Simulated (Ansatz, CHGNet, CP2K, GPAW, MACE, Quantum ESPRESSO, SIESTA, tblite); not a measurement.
# Running W(100)/Au(100) interface (51 atoms) with CP2K, part 2 of 2

How do the settings of CP2K change the result for W(100)/Au(100) interface (51 atoms)? A plane-wave run serves as the yardstick.

Program: CP2K 2026.2; the method stands at each step. Banners, paths, timers and routine set-up lines are dropped from the logs unmarked, and long logs keep their key lines alone; longer cuts are marked.

So far. Step 2 (PBE, DZVP-MOLOPT-SR, 350/50 Ry, diagonalisation): Forces lie 25 % from the reference's, at 0.48 times its CPU time (on 2 against 4 cores). Step 3 (PBE, TZV2P-UZH, 350/50 Ry, diagonalisation): Against the first run (25 %), the force difference from the reference is 19 %, at 1.7 times the CPU time (on 4 against 2 cores), with 2115 basis functions against 1299; this set comes with other potentials too, so the change isn't the basis's alone.

### Step 4. PBE, TZV2P-MOLOPT (SR for W, Au), 350/50 Ry, diagonalisation

Method: Kohn-Sham DFT, PBE, GTH-PBE pseudopotentials, Gaussian and plane waves, TZV2P-MOLOPT-GTH, diagonalisation.

input.inp

```
&GLOBAL
  PROJECT cell
  RUN_TYPE ENERGY_FORCE
  PRINT_LEVEL LOW
&END GLOBAL
&FORCE_EVAL
  METHOD QS
  &DFT
    BASIS_SET_FILE_NAME BASIS_MOLOPT
    BASIS_SET_FILE_NAME BASIS_MOLOPT_UCL
    POTENTIAL_FILE_NAME GTH_POTENTIALS
    &MGRID
      CUTOFF 350
      REL_CUTOFF 50
    &END MGRID
    &QS
      EPS_DEFAULT 1.0E-12
    &END QS
    &SCF
      SCF_GUESS ATOMIC
      EPS_SCF 1.0E-06
      MAX_SCF 200
      ADDED_MOS 44
      &DIAGONALIZATION
        ALGORITHM STANDARD
      &END DIAGONALIZATION
      &SMEAR ON
        METHOD FERMI_DIRAC
        ELECTRONIC_TEMPERATURE [K] 580
      &END SMEAR
      &MIXING
        METHOD BROYDEN_MIXING
        ALPHA 0.15
        NBROYDEN 8
      &END MIXING
      &PRINT
        &RESTART OFF
        &END RESTART
      &END PRINT
    &END SCF
    &XC
      &XC_FUNCTIONAL PBE
      &END XC_FUNCTIONAL
    &END XC
    &PRINT
      &MULLIKEN ON
      &END MULLIKEN
      &LOWDIN ON
      &END LOWDIN
      &MO ON
        EIGENVALUES T
        OCCUPATION_NUMBERS T
        MO_INDEX_RANGE 306 329
        &EACH
          QS_SCF 0
        &END EACH
        ADD_LAST NUMERIC
      &END MO
    &END PRINT
  &END DFT
  &SUBSYS
    &CELL
      A 8.95200 0.00000 0.00000
      B 0.00000 8.95200 0.00000
      C 0.00000 0.00000 22.04922
    &END CELL
    &COORD
      W 6.64668 6.77550 5.97071
      W 6.81901 4.45550 7.52408
      W 6.70782 6.67488 9.12000
      W 6.61589 2.21105 6.05494
      W 6.74587 8.94412 7.56862
      W 6.80450 2.29538 9.15307
      W 4.37413 4.49963 6.03575
      W 4.42157 2.32913 7.65196
      W 4.48800 4.49569 9.08538
      W 4.47143 0.08755 6.04568
      W 4.49847 6.78114 7.61404
      W 4.42256 0.04467 9.28338
      W 2.24713 6.73522 5.98217
      W 2.17462 4.53383 7.48836
      W 2.28571 6.61562 9.19849
      W 2.20944 2.20568 5.94998
      W 2.28589 8.91637 7.52849
      W 2.14481 2.24382 9.21525
      W 0.05577 4.52882 6.01569
      W 8.89856 2.26871 7.55980
[... 27 atom lines left out ...]
      Au 3.50909 1.41442 15.88867
      Au 0.56711 4.21317 12.13501
      Au 1.99916 5.82757 14.06057
      Au 3.56898 4.36464 16.11181
    &END COORD
    &KIND W
      BASIS_SET TZV2P-MOLOPT-SR-GTH-q14
      POTENTIAL GTH-PBE-q14
    &END KIND
    &KIND Au
      BASIS_SET TZV2P-MOLOPT-SR-GTH-q11
      POTENTIAL GTH-PBE-q11
    &END KIND
  &END SUBSYS
  &PRINT
    &FORCES ON
    &END FORCES
  &END PRINT
&END FORCE_EVAL
```

The run is started by

```bash
$ OMP_NUM_THREADS=1 mpirun -np 4 cp2k.psmp -i input.inp > output.txt
```

Numbers of over 12 decimals in the logs are rounded to 6 here.

Log:

```text
CP2K| version string:                                       CP2K version 2026.2
 CP2K| Input file name                                                 input.inp
 GLOBAL| Basis set file name                                        BASIS_MOLOPT
 GLOBAL| Potential file name                                      GTH_POTENTIALS
 GLOBAL| Run type                                                   ENERGY_FORCE
 GLOBAL| Total number of message passing processes                             4
 GLOBAL| Number of threads for this process                                    1
 TOTAL NUMBERS AND MAXIMUM NUMBERS
  Total number of            - Atomic kinds:                                   2
                             - Atoms:                                         51
[... lines left out ...]
                        Smear method:                                FERMI_DIRAC
[... lines left out ...]
 Number of electrons:                                                        633
[... lines left out ...]
  Step     Update method      Time    Convergence         Total energy    Change
[... lines left out ...]
  *** SCF run converged in    48 steps ***
[... lines left out ...]
  Fermi energy:                                                 0.132929
  Total energy:                                             -2534.470688
  Total energy (extrapolated to T->0):                      -2534.460259
[... lines left out ...]
 MO|    329               0.156738               4.265067               0.000005
 MO| Sum:                                                             633.000000
 MO| E(Fermi):            0.132929 a.u.          3.617184 eV
 !-----------------------------------------------------------------------------!
                     Mulliken Population Analysis
 #  Atom  Element  Kind  Atomic population                           Net charge
       1     W        1         14.030983                             -0.030983
       2     W        1         14.033100                             -0.033100
       3     W        1         13.797020                              0.202980
[...]
# Total charge                            633.000000                  0.000000
 !-----------------------------------------------------------------------------!
 LOWDIN POPULATION ANALYSIS
 #  Atom  Element  Kind  Atomic population                           Net charge
[...]
50     Au       2         11.135804                             -0.135804
      51     Au       2         10.929183                              0.070817
 # Total charge                            633.000000                  0.000000
 ENERGY| Total FORCE_EVAL ( QS ) energy [hartree]          -2534.470679
 FORCES| Atomic forces [hartree/bohr]
 FORCES|   Atom     x               y               z               |f|
 FORCES|      1  1.66887162E-03  1.37178610E-02  3.60420478E-02   3.86004411E-02
 FORCES|      2 -3.71206408E-02  1.02134137E-02  5.73550427E-05   3.85001180E-02
 FORCES|      3  5.09222291E-03  4.03876235E-03 -8.36648309E-03   1.05943558E-02
[...]
FORCES|     50  2.01582098E-03 -3.28140563E-03  4.64419402E-03   6.03321600E-03
 FORCES|     51 -3.87096719E-03 -4.23779604E-03 -3.41448107E-03   6.67847162E-03
 FORCES| Sum     1.09684941E-04 -1.22738167E-04 -1.67459563E-04
 FORCES| Total atomic force                                       2.34815138E-04
```

Wall time 6.9 min (4 MPI ranks of Arm Neoverse V1, shared host); peak memory 5.6 GiB; 27 min of CPU time.

Numbers from this run, and their distance from the reference:

```
r.m.s. force component                  : 0.7003 eV/Å
r.m.s. difference of force components   : 121.9 meV/Å
longest difference of force vectors     : 401.3 meV/Å
force difference over r.m.s. force      : 19.05 %
slope of forces against the reference's : 1.081
correlation of force components         : 0.9875
```

Against the first run (25 %), the force difference from the reference is 19 %, at 1.4 times the CPU time (on 4 against 2 cores), with 2115 basis functions against 1299: the larger basis brings the forces nearer.

### Step 5. BLYP, DZVP-MOLOPT-SR, 350/50 Ry, diagonalisation

Method: Kohn-Sham DFT, BLYP, GTH-BLYP pseudopotentials, Gaussian and plane waves, DZVP-MOLOPT-SR-GTH, diagonalisation.

input.inp, as its differences from that of step 4:

```diff
@@ -9,3 +9,2 @@
     BASIS_SET_FILE_NAME BASIS_MOLOPT
-    BASIS_SET_FILE_NAME BASIS_MOLOPT_UCL
     POTENTIAL_FILE_NAME GTH_POTENTIALS
@@ -41,3 +40,3 @@
     &XC
-      &XC_FUNCTIONAL PBE
+      &XC_FUNCTIONAL BLYP
       &END XC_FUNCTIONAL
@@ -70,8 +69,8 @@
     &KIND W
-      BASIS_SET TZV2P-MOLOPT-SR-GTH-q14
-      POTENTIAL GTH-PBE-q14
+      BASIS_SET DZVP-MOLOPT-SR-GTH-q14
+      POTENTIAL GTH-BLYP-q14
     &END KIND
     &KIND Au
-      BASIS_SET TZV2P-MOLOPT-SR-GTH-q11
-      POTENTIAL GTH-PBE-q11
+      BASIS_SET DZVP-MOLOPT-SR-GTH-q11
+      POTENTIAL GTH-BLYP-q11
     &END KIND
```

The run is started by

```bash
$ OMP_NUM_THREADS=2 cp2k.psmp -i input.inp > output.txt
```

Log:

```text
CP2K| version string:                                       CP2K version 2026.2
 CP2K| Input file name                                                 input.inp
 GLOBAL| Basis set file name                                        BASIS_MOLOPT
 GLOBAL| Potential file name                                      GTH_POTENTIALS
[... lines left out ...]
                        Smear method:                                FERMI_DIRAC
[... lines left out ...]
 Number of electrons:                                                        633
[... lines left out ...]
  Step     Update method      Time    Convergence         Total energy    Change
[... lines left out ...]
  *** SCF run converged in    53 steps ***
[... lines left out ...]
  Fermi energy:                                                 0.150345
  Total energy:                                             -2524.614549
  Total energy (extrapolated to T->0):                      -2524.604836
[... lines left out ...]
 MO| E(Fermi):            0.150345 a.u.          4.091089 eV
[... lines left out ...]
      50     Au       2         11.160689                             -0.160689
      51     Au       2         10.925872                              0.074128
 # Total charge                            633.000000                  0.000000
 ENERGY| Total FORCE_EVAL ( QS ) energy [hartree]          -2524.614545
 FORCES| Atomic forces [hartree/bohr]
 FORCES|   Atom     x               y               z               |f|
 FORCES|      1  2.10922038E-03  1.27334133E-02  2.54353894E-02   2.85227568E-02
 FORCES|      2 -3.84594707E-02  9.18723286E-03 -1.16133611E-04   3.95417453E-02
 FORCES|      3  3.89822381E-03  4.14161095E-03  1.04992325E-05   5.68763575E-03
[...]
FORCES|     50  1.68786391E-03 -3.51617885E-03  4.40593556E-03   5.88427280E-03
 FORCES|     51 -4.22847262E-03 -5.41343992E-03  9.32626826E-03   1.15829440E-02
 FORCES| Sum     2.36918154E-03 -2.66560520E-03 -4.05400609E-03
 FORCES| Total atomic force                                       5.39939234E-03
```

The job ended after 9.7 min (2 threads; peak memory 2.4 GiB).

Against the reference:

- r.m.s. force component: 0.7594 eV/Å
- r.m.s. difference of force components: 331.7 meV/Å
- longest difference of force vectors: 1094 meV/Å
- force difference over r.m.s. force: 51.84 %
- slope of forces against the reference's: 1.07
- correlation of force components: 0.9014

Against the first run (25 %), the force difference from the reference is 52 %, at 0.95 times the CPU time; the model has changed, so this is no error of the program alone.

The difference per atom is largest on Au (0.67 eV/Å on average, against 0.22 on W).

### Step 6. PBE, DZVP-MOLOPT-SR, 350/70 Ry, diagonalisation

Method: Kohn-Sham DFT, PBE, GTH-PBE pseudopotentials, Gaussian and plane waves, DZVP-MOLOPT-SR-GTH, diagonalisation.

input.inp, as its differences from that of step 5:

```diff
@@ -12,3 +12,3 @@
       CUTOFF 350
-      REL_CUTOFF 50
+      REL_CUTOFF 70
     &END MGRID
@@ -40,3 +40,3 @@
     &XC
-      &XC_FUNCTIONAL BLYP
+      &XC_FUNCTIONAL PBE
       &END XC_FUNCTIONAL
@@ -66,2 +66,3 @@
     &COORD
+      SCALED
 [... 51 atom lines left out: the same atoms as in the first run ...]
@@ -70,3 +71,3 @@
       BASIS_SET DZVP-MOLOPT-SR-GTH-q14
-      POTENTIAL GTH-BLYP-q14
+      POTENTIAL GTH-PBE-q14
     &END KIND
@@ -74,3 +75,3 @@
       BASIS_SET DZVP-MOLOPT-SR-GTH-q11
-      POTENTIAL GTH-BLYP-q11
+      POTENTIAL GTH-PBE-q11
     &END KIND
```

Log:

```text
CP2K| version string:                                       CP2K version 2026.2
 CP2K| Input file name                                                 input.inp
 GLOBAL| Basis set file name                                        BASIS_MOLOPT
 GLOBAL| Potential file name                                      GTH_POTENTIALS
[... lines left out ...]
                        Smear method:                                FERMI_DIRAC
[... lines left out ...]
 Number of electrons:                                                        633
[... lines left out ...]
  Step     Update method      Time    Convergence         Total energy    Change
[... lines left out ...]
  *** SCF run converged in    56 steps ***
[... lines left out ...]
  Fermi energy:                                                 0.133096
  Total energy:                                             -2534.325944
  Total energy (extrapolated to T->0):                      -2534.315473
[... lines left out ...]
 MO| E(Fermi):            0.133096 a.u.          3.621719 eV
[... lines left out ...]
      50     Au       2         11.156400                             -0.156400
      51     Au       2         10.927613                              0.072387
 # Total charge                            633.000000                  0.000000
 ENERGY| Total FORCE_EVAL ( QS ) energy [hartree]          -2534.325942
 FORCES| Atomic forces [hartree/bohr]
 FORCES|   Atom     x               y               z               |f|
 FORCES|      1  1.51190690E-03  1.38255844E-02  3.59714395E-02   3.85665283E-02
 FORCES|      2 -3.72583191E-02  1.03296261E-02  1.76222417E-06   3.86637236E-02
 FORCES|      3  5.22143294E-03  4.05582316E-03 -8.25854410E-03   1.05790649E-02
[...]
FORCES|     50  1.99572777E-03 -3.50223933E-03  4.15732525E-03   5.79067896E-03
 FORCES|     51 -4.03222286E-03 -4.60821890E-03 -1.03916161E-03   6.21082599E-03
 FORCES| Sum     1.03308447E-04 -1.51677922E-04 -1.28212971E-04
 FORCES| Total atomic force                                       2.23869143E-04
```

The job ended after 11 min (2 threads; peak memory 2.4 GiB).

Numbers from this run, and their distance from the reference:

```
r.m.s. force component                          : 0.72 eV/Å
r.m.s. difference of force components           : 161 meV/Å
longest difference of force vectors             : 562.4 meV/Å
force difference over r.m.s. force              : 25.15 %
slope of forces against the reference's         : 1.101
correlation of force components                 : 0.9788
energy less the same-level run's                : -0.0067 meV/atom
r.m.s. force difference from the same-level run : 0.188 meV/Å
```

This run lies far from the reference in forces at the same functional. Basis and potentials both differ; the latter hold 633 valence electrons against the reference's 849.

Against the first run (25 %), the force difference from the reference is 25 %, at 1.1 times the CPU time: the change moves forces by 0.19 meV/Å r.m.s., so most of the difference comes from elsewhere.

### Step 7. GFN1-xTB, diagonalisation

Method: GFN1-xTB tight binding (the program's own implementation), diagonalisation.

input.inp

```
&GLOBAL
  PROJECT cell
  RUN_TYPE ENERGY_FORCE
  PRINT_LEVEL LOW
&END GLOBAL
&FORCE_EVAL
  METHOD QS
  &DFT
    &QS
      METHOD XTB
      &XTB
        GFN_TYPE 1
        DO_EWALD T
        CHECK_ATOMIC_CHARGES F
      &END XTB
    &END QS
    &SCF
      SCF_GUESS ATOMIC
      EPS_SCF 1.0E-06
      MAX_SCF 200
      ADDED_MOS 38
      &DIAGONALIZATION
        ALGORITHM STANDARD
      &END DIAGONALIZATION
      &SMEAR ON
        METHOD FERMI_DIRAC
        ELECTRONIC_TEMPERATURE [K] 580
      &END SMEAR
      &MIXING
        METHOD BROYDEN_MIXING
        ALPHA 0.15
        NBROYDEN 8
      &END MIXING
      &PRINT
        &RESTART OFF
        &END RESTART
      &END PRINT
    &END SCF
    &PRINT
      &MULLIKEN ON
      &END MULLIKEN
    &END PRINT
  &END DFT
  &SUBSYS
    &CELL
      A 8.95200 0.00000 0.00000
      B 0.00000 8.95200 0.00000
      C 0.00000 0.00000 22.04922
    &END CELL
    &COORD
      SCALED
[... 51 atom lines left out: the same atoms as in the first run ...]
    &END COORD
  &END SUBSYS
  &PRINT
    &FORCES ON
    &END FORCES
  &END PRINT
&END FORCE_EVAL
```

The run is started by

```bash
$ OMP_NUM_THREADS=1 cp2k.psmp -i input.inp > output.txt
```

Log:

```text
CP2K| version string:                                       CP2K version 2026.2
 CP2K| Input file name                                                 input.inp
 GLOBAL| Basis set file name                                           BASIS_SET
 GLOBAL| Potential file name                                           POTENTIAL
 GLOBAL| Run type                                                   ENERGY_FORCE
 GLOBAL| Total number of message passing processes                             1
 GLOBAL| Number of threads for this process                                    1
[... lines left out ...]
                        Smear method:                                FERMI_DIRAC
[... lines left out ...]
 Number of electrons:                                                        441
[... lines left out ...]
  Step     Update method      Time    Convergence         Total energy    Change
[... lines left out ...]
  Leaving inner SCF loop after reaching   200 steps.
  Core Hamiltonian energy:                                    -78.326235
  Repulsive potential energy:                                   0.644555
  Electronic energy:                                           15.554480
  DFTB3 3rd order energy:                                      -0.296453
  Dispersion energy:                                           -0.502068
  Correction for halogen bonding:                               0.000000
  Electronic entropic energy:                                  -0.00558127
  Fermi energy:                                                 0.304350
  Total energy:                                               -62.928268
  Total energy (extrapolated to T->0):                        -62.925477
 *   ___                                                                       *
 *  /   \                                                                      *
 * [ABORT]                                                                     *
 *  \___/     SCF run NOT converged. To continue the calculation regardless,   *
 *    |             please set the keyword IGNORE_CONVERGENCE_FAILURE.         *
 *  O/|                                                                        *
 * /| |                                                                        *
```

Wall time 21 s (1 thread); peak memory 0.2 GiB.

The run stopped without converging, so its numbers are no property of the system.

### Step 8. All runs compared

Differences are against the plane-wave reference, forces as r.m.s. over components; share is that over the reference's r.m.s. force, slope the least-squares factor from reference forces to these. Total energies of different programs have different zeros and aren't compared.

| run | Δ force, r.m.s. (meV/Å) | share (%) | slope | cores | CPU time | memory (GiB) |
| --- | --- | --- | --- | --- | --- | --- |
| reference | - | - | - | 4 | 40 min | 6.2 |
| CP2K PBE, DZVP-MOLOPT-SR, 350/50 Ry, diagonalisation | 161 | 25.1 | 1.101 | 2 | 19 min | 2.4 |
| CP2K PBE, TZV2P-UZH, 350/50 Ry, diagonalisation | 121 | 18.9 | 1.079 | 4 | 33 min | 6.8 |
| CP2K PBE, TZV2P-MOLOPT (SR for W, Au), 350/50 Ry, diagonalisation | 122 | 19.0 | 1.081 | 4 | 27 min | 5.6 |
| CP2K BLYP, DZVP-MOLOPT-SR, 350/50 Ry, diagonalisation | 332 | 51.8 | 1.070 | 2 | 18 min | 2.4 |
| CP2K PBE, DZVP-MOLOPT-SR, 350/70 Ry, diagonalisation | 161 | 25.2 | 1.101 | 2 | 22 min | 2.4 |

CPU time is summed over cores on a shared host, where runs went side by side, so it is rough. Symmetry, cutoffs, thresholds, outputs and thread counts weren't matched or tuned between programs; memory under MPI is the largest rank's times the ranks.

Mean charges by element (e), by run and scheme:

| run | scheme | W | Au |
| --- | --- | --- | --- |
| CP2K PBE, DZVP-MOLOPT-SR, 350/50 Ry, diagonalisation | Mulliken | +0.04 | -0.03 |
| CP2K PBE, TZV2P-UZH, 350/50 Ry, diagonalisation | Mulliken | +0.03 | -0.02 |
| CP2K PBE, TZV2P-MOLOPT (SR for W, Au), 350/50 Ry, diagonalisation | Mulliken | +0.04 | -0.04 |
| CP2K BLYP, DZVP-MOLOPT-SR, 350/50 Ry, diagonalisation | Mulliken | +0.03 | -0.03 |
| CP2K PBE, DZVP-MOLOPT-SR, 350/70 Ry, diagonalisation | Mulliken | +0.04 | -0.03 |

Within one program, basis, potentials and functional, energies share a zero. Each run against its twin at the usual cutoff or grid and solver:

| run | twin | Δ energy (meV/atom) | Δ force, r.m.s. (meV/Å) | CPU time over the twin's |
| --- | --- | --- | --- | --- |
| CP2K PBE, DZVP-MOLOPT-SR, 350/70 Ry, diagonalisation | DZVP-MOLOPT-SR, 350/50 Ry, diagonalisation | -0.0067 | 0.188 | 1.1 |

Further runs of this program without a result: CP2K PBE, SZV-MOLOPT-SR, 350/50 Ry, diagonalisation (cut off at its time limit).

### Step 9. What came out

```json
{"nearest in forces": "a tie at 19 % of 2 runs: CP2K PBE, TZV2P-UZH, 350/50 Ry, diagonalisation; CP2K PBE, TZV2P-MOLOPT (SR for W, Au), 350/50 Ry, diagonalisation"}
```

In words: The PBE runs in local orbitals differ by 19 % (CP2K PBE, TZV2P-UZH, 350/50 Ry, diagonalisation) to 25 % (CP2K PBE, DZVP-MOLOPT-SR, 350/70 Ry, diagonalisation); basis, grid and potentials can all enter. Rows with another functional or a dispersion term differ by 52 % (CP2K BLYP, DZVP-MOLOPT-SR, 350/50 Ry, diagonalisation), which mixes the change of model with differences of basis and potentials. Of the electronic-structure runs that take under half the reference's CPU time, CP2K PBE, DZVP-MOLOPT-SR, 350/50 Ry, diagonalisation comes nearest, at 25 % in 19 min against 40 min. CP2K PBE, DZVP-MOLOPT-SR, 350/50 Ry, diagonalisation stiffens the forces by a factor of 1.10 while following their directions (correlation 0.979); the slopes of the 5 CP2K runs lie between 1.07 and 1.10. The mean charges agree among these rows within 0.02 e. The potentials hold different valence shells: 849 electrons in the reference, 633 in CP2K with TZV2P-MOLOPT; this bears on time and differences. The electron count is odd in these runs, and they have no spin polarisation, so the unpaired electron is spread evenly over both spins. The host structure and its lattice constant were typed by rule, without a check against the phase diagram. The electronic-structure runs sample only Γ, in a cell whose shortest periodic width is 9 Å, which is coarse for a cell with partly filled levels. Spin–orbit coupling is left out, which matters for the levels of the heavy elements.

[Also dropped from logs without a mark: logging warnings of Python, and SIESTA's first energy breakdown and zero terms.]

[Logs are printed without paths, hosts, clocks, repeated set-up lines and the standing remarks that a program may print on its own settings, such as how far it seeks lower states.]

[Hosts, paths, dates, database ids (printed as entryN), source tags and the programs' standing remarks are cut or masked in the printed files.]
